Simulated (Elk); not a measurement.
# E(q) of CmAs

Aim: the energy of spin spirals in CmAs along a path of wavevectors.

Calculated with Elk 11.2.3 (patched build); LDA (Perdew-Wang); all-electron APW+lo, Dirac cores, scalar-relativistic bands.

## (1) The starting structure

Symmetry: Fm-3m, No. 225, cubic system. Conventional cell: a = 5.901 Å, b = 5.901 Å, c = 5.901 Å, α = 90.00°, β = 90.00°, γ = 90.00°. Nearest to Cm lie 6 As at 2.95 Å. Nearest to As lie 6 Cm at 2.95 Å. Farther neighbours are not listed.

Coordinates:

```cif
data_structure
_symmetry_space_group_name_H-M 'Fm-3m'
_symmetry_Int_Tables_number 225
_cell_length_a 5.9010
_cell_length_b 5.9010
_cell_length_c 5.9010
_cell_angle_alpha 90.000
_cell_angle_beta 90.000
_cell_angle_gamma 90.000
_cell_volume 205.48
loop_
_atom_site_label
_atom_site_type_symbol
_atom_site_symmetry_multiplicity
_atom_site_Wyckoff_symbol
_atom_site_fract_x
_atom_site_fract_y
_atom_site_fract_z
_atom_site_occupancy
Cm1 Cm 4 b 0.50000 0.00000 0.00000 1
As1 As 4 a 0.00000 0.00000 0.00000 1
```

## (2) Reference state

The energies of all spirals count from this run, made with the same spinor basis and mesh so that errors cancel.

The moments start as ferro +, in the xy plane (a flat spiral, cone angle 90°).

The last three numbers of an atom's line are a seed field in its sphere. It points against the wanted moment and shrinks by the factor reducebf each loop.

The input, elk.in:

```
tasks
  0

xctype
  3

rgkmax
  7.0

nempty
  12

swidth
  0.001

reducebf
  0.7

epsengy
  1e-06

maxscl
  150

lmaxi
  3

spinsprl
  .true.

spinpol
  .true.

vqlss
  0.000000 0.000000 0.000000

sppath
  './'

avec
  0.00000000000 5.57563693071 5.57563693071
  5.57563693071 0.00000000000 5.57563693071
  5.57563693071 5.57563693071 0.00000000000

atoms
  2
  'Cm.in'
  1
  0.5000000000 0.5000000000 0.5000000000   -0.750000 0.000000 0.000000
  'As.in'
  1
  0.0000000000 0.0000000000 0.0000000000   0.000000 0.000000 0.000000

ngridk
  8 8 8
```

Command:

```
OMP_NUM_THREADS=8 elk
```

Numbers of over 12 decimals in the logs are rounded to 6 here.

Output:

```text
Warning(gndstate): core states of species 2 leak from the muffin-tin :   0.1423207565E-03

--- INFO.OUT ---
┌─────────────────────────┐
│ Elk code version 11.2.3 │
└─────────────────────────┘

All units are atomic (Hartree, Bohr, etc.)

┌─────────────────────────────────────────────────┐
│ Ground-state run starting from atomic densities │
└─────────────────────────────────────────────────┘

Lattice vectors :
   0.000000000       5.575636931       5.575636931
   5.575636931       0.000000000       5.575636931
   5.575636931       5.575636931       0.000000000

Reciprocal lattice vectors :
 -0.5634500045      0.5634500045      0.5634500045
  0.5634500045     -0.5634500045      0.5634500045
  0.5634500045      0.5634500045     -0.5634500045

Unit cell volume      :    346.6677595
Brillouin zone volume :   0.7155272061

Muffin-tin inner radius fraction :   0.1000000000E-01

Nuclei treated as point charges

Species : 1 (Cm)
 parameters loaded from : Cm.in
 name : curium
 nuclear charge    :   -96.00000000
 electronic charge :    96.00000000
 atomic mass :    450253.4561
 muffin-tin radius :    3.000000000
 number of radial points in muffin-tin :    797
 inner part over the whole radius :   0.9819647586E-02
 number on inner part of muffin-tin    :    574
 approximate nuclear radius :   0.1109296213E-03
 number of mesh points to nuclear radius :    305
 atomic positions (lattice), magnetic fields (Cartesian) :
  1 :   0.00000000  0.00000000  0.00000000   -0.75000000  0.00000000  0.00000000

Species : 2 (As)
 parameters loaded from : As.in
 name : arsenic
 nuclear charge    :   -33.00000000
 electronic charge :    33.00000000
 atomic mass :    136573.7220
 muffin-tin radius :    2.400000000
 number of radial points in muffin-tin :    497
 inner part over the whole radius :   0.9706720117E-02
 number on inner part of muffin-tin    :    351
 approximate nuclear radius :   0.7712558785E-04
 number of mesh points to nuclear radius :    171
 atomic positions (lattice), magnetic fields (Cartesian) :
  1 :   0.50000000  0.50000000  0.50000000    0.00000000  0.00000000  0.00000000

Total number of atoms per unit cell :    2
Total muffin-tin volume :    171.0031713
 ratio of muffin-tin to unit cell volume :   0.4932768237

Spin treatment :
 spin-polarised
 global magnetic field (Cartesian) :    0.000000000       0.000000000       0.000000000
 non-collinear magnetisation
 spin-spiral state assumed
  q-vector (lattice)   :    0.000000000       0.000000000       0.000000000
  q-vector (Cartesian) :    0.000000000       0.000000000       0.000000000
  q-vector length      :    0.000000000

Number of Bravais lattice symmetries :   48
Number of crystal symmetries         :   48
Crystal has inversion symmetry
Real symmetric eigensolver will be used

k-point grid :      8     8     8
k-point offset :    0.000000000       0.000000000       0.000000000
k-point set is reduced with full crystal symmetry group
Total number of k-points :       29

Muffin-tin radius times maximum |G+k| :    7.000000000
 using average radius
Maximum |G+k| for APW functions       :    2.592592593
Maximum (1/2)|G+k|²                   :    3.360768176
Maximum |G| for potential and density :    12.00000000
Constant for pseudocharge density :    9
 order of it for each species :   16  16
 order of it for pair densities of each species (exact exchange by exxq0 0: 16) :   12   6
Radial integration step length :    1

G-vector grid sizes :     32    32    32
Number of G-vectors :    10081

Maximum angular momentum used for
 APW functions            :    8
 outer part of muffin-tin :    6
 inner part of muffin-tin :    3

Total nuclear charge    :   -129.0000000
Total core charge       :    96.00000000
Total valence charge    :    33.00000000
Total excess charge     :    0.000000000
Total electronic charge :    129.0000000

Effective Wigner radius, rₛ :   0.8624720795

Number of empty states         :     24
Total number of valence states :     82
Total number of core states    :     96

Third-order local-orbitals added for an l without core states : T
Total number of local-orbitals :     47

Exchange-correlation functional :      3     0     0
 Perdew-Wang/Ceperley-Alder, Phys. Rev. B 45, 13244 (1992)
 gradient requirement :    0
 local density approximation (LDA)

Smearing type :    3
 Fermi-Dirac
Smearing width :   0.1000000000E-02
Effective electronic temperature (K) :    315.7750248

Mixing type :    3
 Broyden mixing, J. Phys. A: Math. Gen. 17, L317 (1984)

Kohn-Sham potential initialised from atomic data

┌──────────────────────────────┐
│ Self-consistent loop started │
└──────────────────────────────┘

┌─────────────────┐
│ Loop number : 1 │
└─────────────────┘

Energies :
 Fermi                       :     0.122428
 sum of occupied eigenvalues :     -21176.551557041
 electron kinetic            :      41764.704405972
 core electron kinetic       :      41389.423420683
 Coulomb                     :     -74790.223265151
 Coulomb potential           :     -62166.552311151
 nuclear-nuclear             :     -2428.0432848721
 electron-nuclear            :     -82601.169776581
 Hartree                     :      10238.989796302
 Madelung                    :     -43706.947109575
 xc potential                :     -774.28603328224
 xc effective B-field        :    -0.448355
 external B-field            :      0.000000
 exchange                    :     -570.77730237226
 correlation                 :     -13.247284430268
 electron entropic           :    -0.16893352105224E-04
 total energy                :     -33609.543462875
 (external B-field energy excluded from total)

Density of states at Fermi energy :    4.692009865
 (states/Hartree/unit cell)

Estimated indirect band gap :   0.6940810937E-02
 from k-point 18 to k-point 6
Estimated direct band gap   :   0.1379220038E-01
 at k-point 13

Charges :
 core                        :    96.00000000
 valence                     :    33.00000000
 interstitial                :    3.093550368
 muffin-tins (core leakage)
  species : 1 (Cm)
   atom 1                    :    94.00214679     (  0.3288261607E-04)
  species : 2 (As)
   atom 1                    :    31.90430285     (  0.1445805244E-03)
 total in muffin-tins        :    125.9064496
 total calculated charge     :    128.9998558
 total charge                :    129.0000000
 error                       :   0.1442047476E-03

Moments :
 interstitial                :   0.1903330706      0.3856444129E-11  0.2681442215E-09
 muffin-tins
  species : 1 (Cm)
   atom 1                    :    6.820708110      0.6341103227E-10  0.1428815547E-09
  species : 2 (As)
   atom 1                    :  -0.3865848486E-01  0.2395602147E-10  0.2076526123E-09
 total in muffin-tins        :    6.782049625      0.8736705374E-10  0.3505341670E-09
 total moment                :    6.972382696      0.9122349787E-10  0.6186783885E-09

┌─────────────────┐
│ Loop number : 2 │
└─────────────────┘

Energies :
 Fermi                       :     0.123400
 sum of occupied eigenvalues :     -21176.554998237
 electron kinetic            :      41755.764291637
 core electron kinetic       :      41382.324657039
 Coulomb                     :     -74790.416369239
 Coulomb potential           :     -62166.300780017
 nuclear-nuclear             :     -2428.0432848721
 electron-nuclear            :     -82601.808370763
 Hartree                     :      10239.435286396
 Madelung                    :     -43707.265979231
 xc potential                :     -765.69516361056
 xc effective B-field        :    -0.448533
 external B-field            :      0.000000
 exchange                    :     -570.78477894544
 correlation                 :     -13.247437254607
 electron entropic           :    -0.16661586900966E-04
 total energy                :     -33618.684310463
 (external B-field energy excluded from total)

Density of states at Fermi energy :    4.638137561
 (states/Hartree/unit cell)

Estimated indirect band gap :   0.6894651812E-02
 from k-point 18 to k-point 6
Estimated direct band gap   :   0.1376830813E-01
 at k-point 13

Charges :
 core                        :    96.00000000
 valence                     :    33.00000000
 interstitial                :    3.093517013
 muffin-tins (core leakage)
  species : 1 (Cm)
   atom 1                    :    94.00897070     (  0.3281542691E-04)
  species : 2 (As)
   atom 1                    :    31.89751228     (  0.1446263542E-03)
 total in muffin-tins        :    125.9064830
 total calculated charge     :    128.9998561
 total charge                :    129.0000000
 error                       :   0.1438742545E-03

Moments :
 interstitial                :   0.1897048148      0.2577040979E-07 -0.6313504017E-07
 muffin-tins
  species : 1 (Cm)
   atom 1                    :    6.821618601      0.1042152541E-06 -0.1448627260E-07
  species : 2 (As)
   atom 1                    :  -0.3873481438E-01  0.6564712061E-07  0.4219367454E-07
 total in muffin-tins        :    6.782883787      0.1698623747E-06  0.2770740194E-07
 total moment                :    6.972588602      0.1956327845E-06 -0.3542763824E-07

RMS change in Kohn-Sham potential (target) :    3.780172046     (  0.1000000000E-05)
Absolute change in total energy (target)   :    9.140847589     (  0.1000000000E-05)

[... loops 3 to 26 left out ...]

┌──────────────────┐
│ Loop number : 27 │
└──────────────────┘

Energies :
 Fermi                       :     0.247149
 sum of occupied eigenvalues :     -21164.919893293
 electron kinetic            :      41771.673751450
 core electron kinetic       :      41393.020498475
 Coulomb                     :     -74796.630965183
 Coulomb potential           :     -62160.871414457
 nuclear-nuclear             :     -2428.0432848721
 electron-nuclear            :     -82619.741579688
 Hartree                     :      10251.153899376
 Madelung                    :     -43716.195257955
 xc potential                :     -775.27375266491
 xc effective B-field        :    -0.448476
 external B-field            :      0.000000
 exchange                    :     -570.97804653061
 correlation                 :     -13.250890373309
 electron entropic           :    -0.45852522609794E-04
 total energy                :     -33609.186196490
 (external B-field energy excluded from total)

Density of states at Fermi energy :    13.60664828
 (states/Hartree/unit cell)

Estimated indirect band gap :   0.1630570321E-02
 from k-point 2 to k-point 21
Estimated direct band gap   :   0.8603972840E-02
 at k-point 21

Charges :
 core                        :    96.00000000
 valence                     :    33.00000000
 interstitial                :    3.135338679
 muffin-tins (core leakage)
  species : 1 (Cm)
   atom 1                    :    94.23733425     (  0.3098656217E-04)
  species : 2 (As)
   atom 1                    :    31.62732707     (  0.1423207574E-03)
 total in muffin-tins        :    125.8646613
 total calculated charge     :    128.9998727
 total charge                :    129.0000000
 error                       :   0.1273356178E-03

Moments :
 interstitial                :   0.1950438018      0.1047287126E-04 -0.1175404613E-04
 muffin-tins
  species : 1 (Cm)
   atom 1                    :    6.829890587      0.2281741508E-03 -0.9923399806E-05
  species : 2 (As)
   atom 1                    :  -0.6155030811E-01  0.1474575925E-04  0.8621280031E-05
 total in muffin-tins        :    6.768340278      0.2429199101E-03 -0.1302119775E-05
 total moment                :    6.963384080      0.2533927813E-03 -0.1305616591E-04

RMS change in Kohn-Sham potential (target) :   0.3319912662E-07 (  0.1000000000E-05)
Absolute change in total energy (target)   :   0.3230015864E-06 (  0.1000000000E-05)

Convergence targets achieved

┌──────────────────┐
│ Loop number : 28 │
└──────────────────┘

Energies :
 Fermi                       :     0.247149
 sum of occupied eigenvalues :     -21164.919891136
 electron kinetic            :      41771.673753209
 core electron kinetic       :      41393.020499451
 Coulomb                     :     -74796.630965015
 Coulomb potential           :     -62160.871413047
 nuclear-nuclear             :     -2428.0432848721
 electron-nuclear            :     -82619.741580869
 Hartree                     :      10251.153900726
 Madelung                    :     -43716.195258491
 xc potential                :     -775.27375380784
 xc effective B-field        :    -0.448476
 external B-field            :      0.000000
 exchange                    :     -570.97804649021
 correlation                 :     -13.250890383985
 electron entropic           :    -0.45853124866599E-04
 total energy                :     -33609.186194533
 (external B-field energy excluded from total)

Density of states at Fermi energy :    13.60684535
 (states/Hartree/unit cell)

Estimated indirect band gap :   0.1630544872E-02
 from k-point 2 to k-point 21
Estimated direct band gap   :   0.8604048596E-02
 at k-point 21

Charges :
 core                        :    96.00000000
 valence                     :    33.00000000
 interstitial                :    3.135338684
 muffin-tins (core leakage)
  species : 1 (Cm)
   atom 1                    :    94.23733427     (  0.3098655998E-04)
  species : 2 (As)
   atom 1                    :    31.62732705     (  0.1423207565E-03)
 total in muffin-tins        :    125.8646613
 total calculated charge     :    128.9998727
 total charge                :    129.0000000
 error                       :   0.1273356497E-03

Moments :
 interstitial                :   0.1950437699      0.1065547588E-04 -0.1175763374E-04
 muffin-tins
  species : 1 (Cm)
   atom 1                    :    6.829889607      0.2345719703E-03 -0.1004769541E-04
  species : 2 (As)
   atom 1                    :  -0.6154968430E-01  0.1468794443E-04  0.8623001917E-05
 total in muffin-tins        :    6.768339922      0.2492599147E-03 -0.1424693490E-05
 total moment                :    6.963383692      0.2599153906E-03 -0.1318232723E-04

┌──────────────────────────────┐
│ Self-consistent loop stopped │
└──────────────────────────────┘

Warning : core states of species 2 leak from the muffin-tin :   0.1423207565E-03

Wrote STATE.OUT
```

Wall time 24 s (8 threads of AMD EPYC 9B14 (Zen 4), shared host); peak memory 0.46 GiB.

This step gave:

```
density of states at the Fermi level : 0.5000 states/eV/cell
moment between the spheres           : 0.1950, 0, 0 μB
magnetization                        : 6.963, 0, 0 μB
final state                          : ferromagnetic
largest moment                       : 6.830 μB
```

After 28 cycles the largest moment stands at 6.83 μB.

(Part 1 of 2 ends here.)

[Logs and program files are shortened in this print: banners, set-up blocks, solver, clock and traceback lines can be left out without a mark of their own.]

[Logs are printed without paths, hosts, clocks, repeated set-up lines and the standing remarks that a program may print on its own settings, such as how far it seeks lower states.]

[Hosts, paths, dates, database ids (printed as entryN), source tags and the programs' standing remarks are cut or masked in the printed files.]

[Where a cell is said to come from a database of computed structures, the database is the Materials Project.]
